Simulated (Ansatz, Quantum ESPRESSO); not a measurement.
# 1T-SnSe2, 1 layer: the gap on the mesh at a withheld member of a series

How the rows were computed: Quantum ESPRESSO 7.5, PBE, SG15 norm-conserving. Cell and atoms are relaxed under PBE (GBRV files) and held. Screened hybrids with norm-conserving files, screening 0.106 per bohr, fixed occupations, a 9×9×1 mesh with exchange on 3×3×1 q points. Levels count from the potential in the middle of the vacuum. The series steps the share of short-range exact exchange (0.25 is HSE06, 0 is PBE).

```tsv
share of short-range exact exchange	gap on the mesh (eV)
0	0.802
0.1	1.007
0.15	1.114
0.2	1.222
0.25	1.333
0.3	1.446
```

To predict: What is the gap on the mesh at 0.4?

By hand: The rows at 0.25 and 0.3 give a slope of (1.446 − (1.333))/(0.3 − (0.25)) = 2.26, so a straight line gives 1.672 eV. A parabola through these and the row at 0.2 gives 1.678 eV.

**The withheld run.** 1.679 eV. The line misses by −0.007 and the parabola by −0.001 eV. Both misses are under 5 % of the step from the nearer row.

Caveats: Gaps are those of the mesh; no spin-orbit coupling; the q mesh was not tested; the geometry stays that of PBE.

[Logs are printed without paths, hosts, clocks, repeated set-up lines and the standing remarks that a program may print on its own settings, such as how far it seeks lower states.]
